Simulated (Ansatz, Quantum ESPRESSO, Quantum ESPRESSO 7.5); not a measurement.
## In2O2, 1 layer: biaxial strain by an ASE script

Aim: band edges, gap and stiffness of In2O2, 1 layer under biaxial strain.

Method: plane-wave DFT, PBE, GBRV ultrasoft pseudopotentials (geometry by Ansatz 0.2.0 with PAW datasets; geometry under PBE), in Quantum ESPRESSO 7.5.

**1. The structure**

The cell holds 4 atoms: 2 O and 2 In. Its edges and angles: a = 3.292 Å, b = 3.292 Å, c = 19.674 Å, α = 90.0°, β = 90.0°, γ = 120.0°. It derives from In2O2. Vacuum lies along c.

**2. Relaxation with Ansatz**

The geometry comes first, from a plane-wave PAW code, so that the later runs on this slab share one structure.

File input.yaml:

```yaml
crystal:
  lattice:
    - [3.2916, 0.0, 0.0]
    - [-1.6458, 2.8506092191, 0.0]
    - [0.0, 0.0, 19.6736373469]
  atoms:
    - { symbol: O, position: [0.3333333333, 0.6666666667, 0.3812208118] }
    - { symbol: In, position: [0.0, 0.0, 0.427822193] }
    - { symbol: In, position: [0.0, 0.0, 0.572177807] }
    - { symbol: O, position: [0.3333333333, 0.6666666667, 0.6187791882] }
kpoints:
  mp_grid: { grid: [12, 12, 1] }
hamiltonian:
  xc: pbe
scf:
  occupations: { method: fermi_dirac, width: 0.05 }
  convergence: { dr2_threshold: 1.0e-08 }
efield:
  axis: 3
  dipole_correction: true
  ramp_position: 0.97
  ramp_width: 0.04
relax:
  f_tol: 0.01
  cell: { fix: [c, alpha, beta] }
output:
  write_potential: true
  write_density: true
  volumetric_format: npy
```

Started as:

```bash
$ ansatz run input.yaml --threads 2 --pin off --max-ram 4096MiB --backend cpu --events-out ev --progress --plain --runs-dir out
```

Numbers of over 12 decimals in the logs are rounded to 6 here.

Log:

```text
Warning: relax.cell: scf.convergence.dr2_threshold = 1e-8 eV is looser than the 4e-10 eV advised for a relaxation that steers and ends on the stress (1e-10 eV for each atom of the cell: 4). What an SCF threshold leaves in a stress goes as its square root, and in the free energy as the threshold itself, and one threshold admits the most on a small cell: [figures from the program's tests cut] Set scf.convergence.dr2_threshold to 4e-10 eV or tighter. The threshold is an SCF's pass mark: one that does not reach it within its budget of iterations ends unconverged, or closes short of it on a stop that the run arms, and scf.convergence.dr2_threshold's page says what that costs each kind of run
Engine: ansatz 0.2.0, aarch64-unknown-linux-gnu
Pseudopotentials: kind: paw
Pseudopotential: O, paw, valence charge 6, recommended cutoff 420 eV (normal), O.paw.azcp
Pseudopotential: In, paw, valence charge 13, recommended cutoff 420 eV (normal), In.paw.azcp
Functional definition: PBE
  parameter kappa = 0.804
  parameter beta = 0.066725
  exchange = pbe_x(kappa = kappa, mu = beta*pi^2/3)
  correlation = pbe_c(beta = beta)
Crystal: 4 atoms, lattice volume = 184.599 Å³
Basis set: ecut = 420 eV, 3665 PW (Γ), exchange–correlation on 48×48×270 points (8 copies of the dense FFT grid, shifted against one another)
Bands: 23, of which v1, the nominal top of the filled ones, is band 19 counted from 1 (18 counted from 0)
Symmetry: 6 space group operations
k-points: 19 of 144 (time reversal used)
Non-local potential: O, projectors of the file, l = 0: 2, l = 1: 2, l = 2: 1
Non-local potential: In, projectors of the file, l = 0: 2, l = 1: 2, l = 2: 2, l = 3: 2
PAW form: soft (Blöchl's): semilocal exchange-correlation on the pseudo side does not see the compensation charge
PAW one-centre angular grid: O, 110 points (default); XC on 64 Gauss nodes
PAW one-centre angular grid: In, 590 points (default); XC on 64 Gauss nodes
Initial density: superposition of atomic densities (neutral atoms: chi_scale 0, normalization atom), corrected by the library's trained network
Initial wavefunctions: pseudopotential atomic-orbital guess
Functional: x = pbe(κ = 0.804, μ = 0.219515), c = pbe(β = 0.066725)
SCF iter   1: F=—  HF=-12329.751482 eV  |F-HF|=—  |Δ(HF+E_count)|=         —  Δρ=5.23e-3  dr2=7.72e-2  ethr=1.77e-3  p=-0.000 e·Å  D=-5.73e-5 V/Å  ΔV_dip=0.00 eV  dr2_dipole=1.30e-8  V_vac-E_F(+/−)=6.73/6.72 eV  ⟨swp⟩=8.0  Hψ=2507  notcnv=0
efield: sawtooth ramp at fractional position 0.9700 (set: `efield.ramp_position`, or a place that a band, a saddle search or an elastic batch's reference lends), width 0.0400; the density the first Hamiltonian is built on has a dipole p = -0.000 e·Å; the dipole correction subtracts the counter field D = -5.73e-5 V/Å, which shifts the + side's vacuum level by +0.00 eV against the − side's; the planar-averaged density in the ramp window peaks in size at 1.1e-5 e/Å³
preconditioner: auto → none  [insulator: Δε(μ)=0.884 eV  Ē_g=14.930 eV  σ=0.050 eV  W_gap=1.00  n_scr=12 (ndim 8)  ℏωp=16.8 eV  f_vac=0.627  D(μ)=0.00/eV (n_scr^D=0)  ε∞_Penn≈2.3]
SCF iter   2: F=—  HF=-12329.766010 eV  |F-HF|=—  |Δ(HF+E_count)|=   1.45e-2  Δρ=7.18e-3  dr2=1.46e-1  ethr=2.03e-4  p=-0.000 e·Å  D=-1.37e-4 V/Å  ΔV_dip=0.00 eV  dr2_dipole=1.05e-6  V_vac-E_F(+/−)=6.48/6.47 eV  ⟨swp⟩=3.0  Hψ=1178  notcnv=0
SCF iter   3: F=—  HF=-12329.739190 eV  |F-HF|=—  |Δ(HF+E_count)|=   2.68e-2  Δρ=2.00e-3  dr2=8.36e-3  ethr=2.03e-4  p=0.000 e·Å  D=3.94e-5 V/Å  ΔV_dip=-0.00 eV  dr2_dipole=1.45e-7  V_vac-E_F(+/−)=6.60/6.60 eV  ⟨swp⟩=2.5  Hψ=656  notcnv=0
SCF iter   4: F=—  HF=-12329.738268 eV  |F-HF|=—  |Δ(HF+E_count)|=   9.22e-4  Δρ=3.21e-4  dr2=4.26e-4  ethr=2.20e-5  p=-0.001 e·Å  D=-1.23e-3 V/Å  ΔV_dip=0.02 eV  dr2_dipole=1.01e-4  V_vac-E_F(+/−)=6.67/6.64 eV  ⟨swp⟩=3.1  Hψ=973  notcnv=0
SCF iter   5: F=—  HF=-12329.738409 eV  |F-HF|=—  |Δ(HF+E_count)|=   1.41e-4  Δρ=5.01e-4  dr2=1.55e-3  ethr=1.12e-6  p=0.003 e·Å  D=2.61e-3 V/Å  ΔV_dip=-0.05 eV  dr2_dipole=4.53e-4  V_vac-E_F(+/−)=6.63/6.68 eV  ⟨swp⟩=2.9  Hψ=879  notcnv=0
SCF iter   6: F=—  HF=-12329.738258 eV  |F-HF|=—  |Δ(HF+E_count)|=   1.52e-4  Δρ=5.74e-5  dr2=8.48e-6  ethr=1.12e-6  p=-0.000 e·Å  D=-1.57e-4 V/Å  ΔV_dip=0.00 eV  dr2_dipole=1.31e-6  V_vac-E_F(+/−)=6.65/6.65 eV  ⟨swp⟩=2.0  Hψ=540  notcnv=0
SCF iter   7: F=—  HF=-12329.738294 eV  |F-HF|=—  |Δ(HF+E_count)|=   3.57e-5  Δρ=2.25e-5  dr2=6.38e-7  ethr=2.23e-8  p=-0.000 e·Å  D=-1.47e-5 V/Å  ΔV_dip=0.00 eV  dr2_dipole=1.19e-8  V_vac-E_F(+/−)=6.66/6.66 eV  ⟨swp⟩=2.4  Hψ=716  notcnv=0
SCF iter   8: F=—  HF=-12329.738296 eV  |F-HF|=—  |Δ(HF+E_count)|=   2.82e-6  Δρ=6.78e-6  dr2=9.50e-8  ethr=1.68e-9  p=0.000 e·Å  D=5.91e-6 V/Å  ΔV_dip=-0.00 eV  dr2_dipole=6.63e-10  V_vac-E_F(+/−)=6.66/6.66 eV  ⟨swp⟩=2.1  Hψ=795  notcnv=0
SCF iter   9: F=—  HF=-12329.738296 eV  |F-HF|=—  |Δ(HF+E_count)|=   2.83e-8  Δρ=2.23e-6  dr2=1.18e-8  ethr=2.50e-10  p=0.000 e·Å  D=6.54e-6 V/Å  ΔV_dip=-0.00 eV  dr2_dipole=8.89e-10  V_vac-E_F(+/−)=6.66/6.66 eV  ⟨swp⟩=2.9  Hψ=883  notcnv=0
SCF iter  10: F=-12329.738296 eV  HF=-12329.738296 eV  |F-HF|=1.64e-11  |Δ(HF+E_count)|=   2.46e-9  Δρ=6.80e-7  dr2=6.92e-10  ethr=2.63e-11  p=-0.000 e·Å  D=-2.03e-6 V/Å  ΔV_dip=0.00 eV  dr2_dipole=3.82e-11  V_vac-E_F(+/−)=6.66/6.66 eV  ⟨swp⟩=9.1  Hψ=3041  notcnv=0
SCF 1 converged in 10 iterations: F = -12329.738296 eV  dr2 = 6.92e-10
  greatest PAW one-centre occupation: 0.984 electrons in one spin orbital (limit 2), on the In atom at site 2 (counted from 0), in its partial waves of l = 2
relax step   1: F+E_penalty+E_count = -12329.73829642 eV  Δ(F+E_penalty+E_count) = +0.000e0 eV  max|allowed force component| = 2.303e-1 eV/Å  Δτ_max = 0.0000 Å  P = +2.199 GPa  Ω = 184.599 Å³  fix = [c, alpha, beta]  reactions: c -0.276 GPa  (10 SCF iters, accepted)
Crystal: 4 atoms, lattice volume = 203.017 Å³
Basis set: ecut = 420 eV, 3941 PW (Γ), exchange–correlation on 48×48×270 points (8 copies of the dense FFT grid, shifted against one another)
Initial density: handed on by an earlier stage of this run
Initial wavefunctions: those handed on with the density
iter 1 solved again at ethr=5.27e-4 eV; its pass at ethr=3.10e-3 eV (dr2=2.00e-1 eV) is discarded
SCF iter   1: F=—  HF=-12329.968944 eV  |F-HF|=—  |Δ(HF+E_count)|=         —  Δρ=7.59e-3  dr2=1.99e-1  ethr=5.27e-4  p=0.000 e·Å  D=8.39e-7 V/Å  ΔV_dip=-0.00 eV  dr2_dipole=1.89e-10  V_vac-E_F(+/−)=6.50/6.50 eV  ⟨swp⟩=1.0  Hψ=3048  notcnv=0
[...]
relax step   6: F+E_penalty+E_count = -12329.94613277 eV  Δ(F+E_penalty+E_count) = -2.613e-2 eV  max|allowed force component| = 9.927e-4 eV/Å  Δτ_max = 0.0000 Å  P = +0.138 GPa  Ω = 201.575 Å³  fix = [c, alpha, beta]  reactions: c +0.003 GPa  stress off target by 2.05e-1 GPa on what of the cell is left free  SCF on the basis re-selected at this cell (its energy is not comparable with the rows above)  (8 SCF iters)
[...]
relax step   7: F+E_penalty+E_count = -12329.94590235 eV  Δ(F+E_penalty+E_count) = +2.304e-4 eV  max|allowed force component| = 1.734e-3 eV/Å  Δτ_max = 0.0051 Å  P = +0.008 GPa  Ω = 202.611 Å³  energy of the carried Pulay correction = -9.385e-4 eV  fix = [c, alpha, beta]  reactions: c -0.002 GPa  (7 SCF iters, accepted)
iter 1 solved again at ethr=8.61e-8 eV; its pass at ethr=3.10e-3 eV (dr2=3.27e-5 eV) is discarded
SCF iter   1: F=—  HF=-12329.946579 eV  |F-HF|=—  |Δ(HF+E_count)|=         —  Δρ=3.47e-5  dr2=1.81e-7  ethr=8.61e-8  p=0.000 e·Å  D=5.24e-6 V/Å  ΔV_dip=-0.00 eV  dr2_dipole=4.97e-11  V_vac-E_F(+/−)=6.20/6.20 eV  ⟨swp⟩=4.0  Hψ=3879  notcnv=0
efield: sawtooth ramp at fractional position 0.9700 (set: `efield.ramp_position`, or a place that a band, a saddle search or an elastic batch's reference lends), width 0.0400; the density the first Hamiltonian is built on has a dipole p = 0.000 e·Å; the dipole correction subtracts the counter field D = 5.24e-6 V/Å, which shifts the + side's vacuum level by -0.00 eV against the − side's; the planar-averaged density in the ramp window peaks in size at 2.7e-6 e/Å³
preconditioner: auto → none  [insulator: Δε(μ)=0.364 eV  Ē_g=14.638 eV  σ=0.050 eV  W_gap=0.92  n_scr=12 (ndim 8)  ℏωp=16.1 eV  f_vac=0.637  D(μ)=0.04/eV (n_scr^D=0)  ε∞_Penn≈2.2]
SCF iter   2: F=—  HF=-12329.946744 eV  |F-HF|=—  |Δ(HF+E_count)|=   1.66e-4  Δρ=1.76e-5  dr2=1.45e-7  ethr=4.77e-10  p=0.000 e·Å  D=5.26e-7 V/Å  ΔV_dip=-0.00 eV  dr2_dipole=1.00e-9  V_vac-E_F(+/−)=6.20/6.20 eV  ⟨swp⟩=3.0  Hψ=909  notcnv=0
SCF iter   3: F=—  HF=-12329.946799 eV  |F-HF|=—  |Δ(HF+E_count)|=   5.46e-5  Δρ=1.16e-5  dr2=1.54e-7  ethr=3.83e-10  p=0.000 e·Å  D=1.88e-5 V/Å  ΔV_dip=-0.00 eV  dr2_dipole=1.56e-8  V_vac-E_F(+/−)=6.19/6.20 eV  ⟨swp⟩=2.9  Hψ=897  notcnv=0
SCF iter   4: F=—  HF=-12329.946838 eV  |F-HF|=—  |Δ(HF+E_count)|=   3.86e-5  Δρ=7.26e-6  dr2=3.12e-7  ethr=3.83e-10  p=-0.000 e·Å  D=-2.95e-5 V/Å  ΔV_dip=0.00 eV  dr2_dipole=8.48e-8  V_vac-E_F(+/−)=6.20/6.19 eV  ⟨swp⟩=3.3  Hψ=892  notcnv=0
iter 5 met the thresholds in force, and the SCF goes on: an eigenvalue changes by 5.42 meV, over its tolerance of 3.16 meV (output.eigenvalues, Limitations)
SCF iter   5: F=-12329.946846 eV  HF=-12329.946843 eV  |F-HF|=3.39e-6  |Δ(HF+E_count)|=   5.02e-6  Δρ=1.91e-6  dr2=7.12e-9  ethr=2.63e-11  p=-0.000 e·Å  D=-5.44e-7 V/Å  ΔV_dip=0.00 eV  dr2_dipole=1.74e-9  V_vac-E_F(+/−)=6.20/6.20 eV  ⟨swp⟩=9.9  Hψ=3412  notcnv=0
SCF iter   6: F=-12329.946846 eV  HF=-12329.946845 eV  |F-HF|=5.78e-7  |Δ(HF+E_count)|=   2.82e-6  Δρ=5.57e-7  dr2=2.30e-10  ethr=1.87e-11  p=0.000 e·Å  D=3.72e-6 V/Å  ΔV_dip=-0.00 eV  dr2_dipole=2.91e-11  V_vac-E_F(+/−)=6.20/6.20 eV  ⟨swp⟩=7.8  Hψ=2926  notcnv=0
SCF 8 converged in 6 iterations: F = -12329.946846 eV  dr2 = 2.30e-10
relax step   8: F+E_penalty+E_count = -12329.94684602 eV  Δ(F+E_penalty+E_count) = -9.437e-4 eV  max|allowed force component| = 1.744e-3 eV/Å  Δτ_max = 0.0000 Å  P = +0.010 GPa  Ω = 202.611 Å³  fix = [c, alpha, beta]  reactions: c -0.003 GPa  stress off target by 1.69e-2 GPa on what of the cell is left free  SCF on the basis re-selected at this cell (its energy is not comparable with the rows above)  (6 SCF iters)
basis re-selected at this cell: Δ(F+E_penalty+E_count) = -9.437e-4 eV, ΔP = +0.002 GPa vs the last step (what re-selecting the basis moved, of the pressure what is left beyond the Pulay correction that the steps carried, after the strain that the cell walked since its last selection, with what the two solves' SCF thresholds leave and, on support functions, any second-order correction that the steps lacked; it is no m [...]
WARN: The output density's exchange-correlation potential varies sharply where the density is thin. Do not read a vacuum level from v_tot or v_xc, or from such a field of the output density. On a cell that repeats whose density bears no net charge and no dipole along the vacuum's axis use v_es (v_loc + v_h of the components); under efield.dipole_correction with no amplitude use v_es + v_field, which holds any externa [...]
SCF converged after 6 iterations
an eigenvalue changed by more than its tolerance at an iteration that met the thresholds in force, so the SCF went on 1 time: the last check found none over its tolerance
Free energy (F): -12329.946846 eV
Harris-Foulkes:  -12329.946845 eV  (|F-HF|=5.78e-7)
Internal energy: -12329.946273 eV  (E = F + TS)
E sigma→0 (E₀):  -12329.946560 eV
Entropy (-TS):   -0.000573 eV (-0.143 meV/atom)
Fermi energy:    -1.356171 eV
Dipole field:    D = 0.000011 V/Å  (p = 0.000012 e·Å, saw-weighted, corrected)
Work function:   Φ+ = 6.1950 eV   Φ− = 6.1952 eV
Levels:          The Fermi level and band energies are counted from a zero that moves with the ramp; work functions are not
--- Per-component energies (eV) ---
  E_band       = -435.414589
  E_kinetic    = 833.857463
  E_local      = -22729.571715  (includes V_loc(G=0)·N_el)
  E_nonlocal   = 833.798011
  E_hartree    = 10847.093886
  E_xc         = -575.558398
  E_vxc        = -383.653806  (∫ρ·V_xc dr)
  E_paw        = -8629.817492  (= ΣΔE_a)
  E_vpaw       = -684.037770  (= ΣTr[D̂ρ^β])
  E_aug_tail   = 0.004808  (compensation charges beyond the density's cutoff)
  E_efield     = 0.000000  (sawtooth field / dipole correction)
  E_vefield    = -0.000082  (∫n·V_field dr)
  E_ewald      = 7090.247163
  E_smearing   = -0.000573  (= −TS)
  E_closure    = 0.000000  (closes the sum)
  Σ components = -12329.946846   (vs F -12329.946846, Δ=0.00e0)
--- Forces (eV/Å), atoms counted from 1 ---
  atom   1  O     -0.00000000    -0.00000000     0.00174454
  atom   2  In     0.00000000    -0.00000000    -0.00153565
  atom   3  In     0.00000000    -0.00000000     0.00151463
  atom   4  O      0.00000000    -0.00000000    -0.00172189
  max |Σ_I F_I| component: 1.63e-6 eV/Å
--- Stress (GPa, compression-positive) ---
        0.016942      -0.000000       0.000000
       -0.000000       0.016942      -0.000000
        0.000000      -0.000000      -0.002772
  P = ⅓ Tr σ = 0.0104 GPa (0.104 kbar)
--- Band table (eV; the first three rows and the last of 19) ---
  k-point 0: bands = [... 15 lower, -3.3266, -3.2947, -3.2947, -2.3429, -1.2311, 1.6794, 4.4365, 4.5910]
  k-point 1: bands = [... 15 lower, -3.5330, -3.3875, -3.3512, -2.2293, -0.8929, 1.8968, 4.5232, 4.7087]
  k-point 2: bands = [... 15 lower, -3.7993, -3.5533, -3.5041, -2.0559, -0.1818, 2.4239, 4.7728, 5.0573]
  k-point 18: bands = [... 15 lower, -5.2902, -3.7108, -3.4407, -1.5947, 1.7306, 2.8851, 3.3960, 4.9126]
--- Relaxed structure (6 steps of the walk, 5 accepted, 2 SCFs on fresh bases) ---
  F+E_penalty+E_count = -12329.94684602 eV   max|allowed force component| = 1.744e-3 eV/Å   (the final SCF, on the basis selected at the relaxed cell)
  cell:  # Å, volume = 202.6108 Å³
    - [3.448448, 0.0, 0]
    - [-1.724224, 2.986443, 0]
    - [0, 0, 19.6736373469]
  atoms:
    - { symbol: O, position: [0.333333, 0.666667, 0.387279] }
    - { symbol: In, position: [-3.456527628734157e-19, -3.700743415524894e-17, 0.427371] }
    - { symbol: In, position: [3.4571541936291306e-19, -3.700743415524894e-17, 0.572629] }
    - { symbol: O, position: [0.333333, 0.666667, 0.612721] }
```

It took 27 s on 2 threads of Arm Neoverse V2, shared host; peak memory 0.5 GiB.

The steps of the relaxation:

| step | energy less that of the first step (eV) | largest force component (eV/Å) | pressure (GPa) | volume (Å³) |
| --- | --- | --- | --- | --- |
| 1 | 0.0000 | 0.2303 | 2.20 | 184.60 |
| 2 | -0.1753 | 0.2317 | -0.18 | 203.02 |
| 3 | -0.1637 | 0.3900 | 0.22 | 202.29 |
| 4 | -0.1815 | 0.0248 | -0.06 | 201.71 |
| 5 | -0.1817 | 0.0018 | -0.03 | 201.57 |
| 6* | -0.2078 | 0.0010 | 0.14 | 201.57 |
| 7 | -0.2076 | 0.0017 | 0.01 | 202.61 |
| 8* | -0.2086 | 0.0017 | 0.01 | 202.61 |

Relaxation steps marked * repeat the geometry before them on a plane-wave basis chosen anew for their cell, so energy and pressure can jump there. Relaxation step 3 was tried and not accepted.

| cell as run | before | after | change |
| --- | --- | --- | --- |
| a (Å) | 3.292 | 3.448 | +4.8 % |
| b (Å) | 3.292 | 3.448 | +4.8 % |

The atoms that moved most (Å, along periodic axes as changes of fractional coordinates times the final cell, across vacuum about the mean position):

| atom | dx | dy | dz | length |
| --- | --- | --- | --- | --- |
| O4 | 0.000 | 0.000 | -0.119 | 0.119 |
| O1 | 0.000 | 0.000 | 0.119 | 0.119 |
| In3 | 0.000 | 0.000 | 0.009 | 0.009 |
| In2 | 0.000 | 0.000 | -0.009 | 0.009 |

The relaxed structure:

```xyz
4
Lattice="3.4484 0.0000 0.0000 -1.7242 2.9864 0.0000 0.0000 0.0000 19.6736" Properties=species:S:1:pos:R:3
O     0.0000    1.9910    7.6192
In    0.0000    0.0000    8.4079
In    0.0000    0.0000   11.2657
O     0.0000    1.9910   12.0544
```

Read from the output:

- free energy: -12329.9468 eV
- energy at zero smearing: -12329.9466 eV
- smearing term TS: 5.73e-4 eV
- Fermi energy: -1.356 eV
- gap by band count: 0.3637 eV
- symmetry operations: 6
- dipole along the normal: 1.22e-5 e·Å
- vacuum level at the upper face over a Fermi level inside the gap: 6.195 eV
- vacuum level at the lower face over a Fermi level inside the gap: 6.195 eV

(Continued in part 2 of 2.)

[Logs are printed without paths, hosts, clocks, repeated set-up lines and the standing remarks that a program may print on its own settings, such as how far it seeks lower states.]

[Hosts, paths, dates, database ids (printed as entryN), source tags and the programs' standing remarks are cut or masked in the printed files.]

[Maps of the electrostatic potential energy from Ansatz leave out the sawtooth potential of an applied field or a dipole correction, so their vacuum need not be flat; planar profiles and work functions include it.]
